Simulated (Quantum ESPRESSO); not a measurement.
# MnIr: spin spirals in supercells, part 2 of 2

Wanted: E(q) of MnIr at simple fractions of a reciprocal vector.

Quantum ESPRESSO 7.5; LDA; plane waves with GBRV 1.5 LDA potentials, no spin-orbit coupling, flat spiral in a supercell.

So far, absolute magnetization (μB): step 2 (parallel moments, one cell) 1.59.

## (4) One turn in 3 cells along the input cell's a (continued)

Spin moment in the atom's sphere by atom:

```csv
atom,x (μB),y (μB),z (μB),size
Mn1,1.13,1.96,0.00,2.26
Mn2,-2.26,0.00,0.00,2.26
Mn3,1.13,-1.96,0.00,2.26
Ir4,-0.02,0.00,0.00,0.02
Ir5,0.01,-0.02,0.00,0.02
Ir6,0.01,0.02,0.00,0.02
```

Read from the output:

```
smearing term TS       : 0.4894 eV
magnetization          : 0, 0, 0 μB
absolute magnetization : 7.385 μB
final state            : non-collinear
```

## (5) One turn in 4 cells along the input cell's a

Neighbouring cells are turned by 90° in the xy plane; the cell holds 8 atoms.

The input, pw.in:

```
&CONTROL
  calculation = 'scf'
  prefix = 'pwscf'
  outdir = './tmp'
  pseudo_dir = './pseudo'
  disk_io = 'nowf'
/
&SYSTEM
  ibrav = 0
  nat = 8
  ntyp = 7
  ecutwfc = 34
  ecutrho = 238
  nbnd = 148
  occupations = 'smearing'
  smearing = 'fd'
  degauss = 0.00999582
  noncolin = .true.
  starting_magnetization(1) = 0.2333
  angle1(1) = 90
  angle2(1) = 45
  starting_magnetization(2) = 0.2333
  angle1(2) = 90
  angle2(2) = 135
  starting_magnetization(3) = 0.2333
  angle1(3) = 90
  angle2(3) = -135
  starting_magnetization(4) = 0.2333
  angle1(4) = 90
  angle2(4) = -45
  starting_magnetization(5) = 0
  starting_magnetization(6) = 0
  starting_magnetization(7) = 0
/
&ELECTRONS
  conv_thr = 8d-08
  electron_maxstep = 150
  mixing_beta = 0.3
/
ATOMIC_SPECIES
Mn1    54.9380 mn_lda_v1.5.uspp.F.UPF
Mn2    54.9380 mn_lda_v1.5.uspp.F.UPF
Mn3    54.9380 mn_lda_v1.5.uspp.F.UPF
Mn4    54.9380 mn_lda_v1.5.uspp.F.UPF
Ir1   192.2170 ir_lda_v1.2.uspp.F.UPF
Ir2   192.2170 ir_lda_v1.2.uspp.F.UPF
Ir3   192.2170 ir_lda_v1.2.uspp.F.UPF
CELL_PARAMETERS angstrom
  10.9035865660    0.0000000000    0.0000000000
   0.0000000000    2.7258966415    0.0000000000
   0.0000000000    0.0000000000    3.6430000000
ATOMIC_POSITIONS crystal
Mn1     0.1250000000    0.5000000000    0.5000000000
Mn2     0.3750000000    0.5000000000    0.5000000000
Mn3     0.6250000000    0.5000000000    0.5000000000
Mn4     0.8750000000    0.5000000000    0.5000000000
Ir1     0.0000000000    0.0000000000    0.0000000000
Ir1     0.2500000000    0.0000000000    0.0000000000
Ir2     0.5000000000    0.0000000000    0.0000000000
Ir3     0.7500000000    0.0000000000    0.0000000000
K_POINTS automatic
3 6 6 0 0 0
```

The run is started by

```
OMP_NUM_THREADS=1 mpirun -n 4 pw.x -nk 4 -in pw.in > pw.out
```

What it wrote:

```text
     [... lines left out ...]
Program PWSCF v.7.5 starts
     [... lines left out ...]
     number of atoms/cell      =            8
     [... lines left out ...]
     number of electrons       =       120.00
     number of Kohn-Sham states=          148
     kinetic-energy cutoff     =      34.0000  Ry
     charge density cutoff     =     238.0000  Ry
     scf convergence threshold =      8.0E-08
     [... lines left out ...]
     Noncollinear calculation without spin-orbit
     [... lines left out ...]
      2 Sym. Ops. (no inversion) found
     [... lines left out ...]
     number of k points=    60  Fermi-Dirac smearing, width (Ry)=  0.0100
     [... lines left out ...]
     iteration # 34     ecut=    34.00 Ry     beta= 0.30
     [... lines left out ...]
     atom number    1 relative position :    0.1250   0.1250   0.1671
     [... lines left out ...]
     magnetization :          1.495184    1.494159   -0.000000
     [... lines left out ...]
     atom number    2 relative position :    0.3750   0.1250   0.1671
[...]
magnetization :         -1.494926    1.494606   -0.000000
[...]
atom number    3 relative position :    0.6250   0.1250   0.1671
[...]
magnetization :         -1.494885   -1.494607    0.000000
[...]
atom number    4 relative position :    0.8750   0.1250   0.1671
[...]
magnetization :          1.495164   -1.494177    0.000000
     [... lines left out ...]
     atom number    5 relative position :    0.0000   0.0000   0.0000
     [... lines left out ...]
     magnetization :         -0.026211    0.000008    0.000000
     [... lines left out ...]
     atom number    6 relative position :    0.2500   0.0000   0.0000
     [... lines left out ...]
     magnetization :         -0.000009   -0.026204    0.000000
     [... lines left out ...]
     atom number    7 relative position :    0.5000   0.0000   0.0000
     [... lines left out ...]
     magnetization :          0.026212    0.000002    0.000000
     [... lines left out ...]
     atom number    8 relative position :    0.7500   0.0000   0.0000
     [... lines left out ...]
     magnetization :         -0.000016    0.026204   -0.000000
     [... lines left out ...]
     the Fermi energy is    20.2673 ev
!    total energy              =   -1572.32435309 Ry
     estimated scf accuracy    <       0.00000007 Ry
     smearing contrib. (-TS)   =      -0.04989735 Ry
     [... lines left out ...]
     total magnetization       =     0.00    -0.00     0.00 Bohr mag/cell
     absolute magnetization    =     9.30 Bohr mag/cell
     convergence has been achieved in  34 iterations
```

Elapsed: 12 min, on 4 MPI ranks of Arm Neoverse V2, shared host; peak memory 1.4 GiB; 49 min of CPU time.

This step gave:

* smearing term TS: 0.6789 eV
* magnetization: 0.001, 0, 0 μB
* absolute magnetization: 9.3 μB
* final state: non-collinear
* largest moment: 2.114 μB

## (6) The spirals together

Spirals:

```
q along the reciprocal vector  energy less that at q = 0 (meV a seeded atom)  largest site moment (μB)  typed angles kept  CPU time (s)
                            0                                              0                     1.427                yes         163.8
                         0.25                                         -33.44                     2.114                yes          2957
                       0.3333                                         -51.12                     2.261                yes          1190
                          0.5                                         -70.75                     2.251                yes         444.9
```

Energy less that at q = 0, self-consistent against path:

```csv
path (Å⁻¹),"energy less that at q = 0, self-consistent (meV a seeded atom)"
0.000,0
0.576,-33.4
0.768,-51.1
1.153,-70.8
```

## (7) What came out

```
lowest point  : q = 0.5 along a*, -70.8 meV a seeded atom
highest point : q = 0, 0 meV a seeded atom
```

**Reading.** The state at q = 0.5 lies 71 meV a seeded atom under the parallel one, with neighbouring cells opposed. The moment changes by 37 % between the spirals, so it is far from rigid. The cell of 4 repeats took 18 times the CPU time of the single cell, though its mesh is shorter in proportion. Here a and a* are vectors of the cell in the input, which need not be the conventional cell, and only this direction was probed. The mesh is coarse, so differences of some ten meV can be noise in a metal. Energies are free energies at an electronic temperature of 1580 K, which lowers moments and differences where the moments are itinerant. The cutoff lies under the 40 Ry that these files are usually run at.

[Logs and program files are shortened in this print: banners, set-up blocks, solver, clock and traceback lines can be left out without a mark of their own.]

[Logs are printed without paths, hosts, clocks, repeated set-up lines and the standing remarks that a program may print on its own settings, such as how far it seeks lower states.]

[Hosts, paths, dates, database ids (printed as entryN), source tags and the programs' standing remarks are cut or masked in the printed files.]

[Where a cell is said to come from a database of computed structures, the database is the Materials Project.]
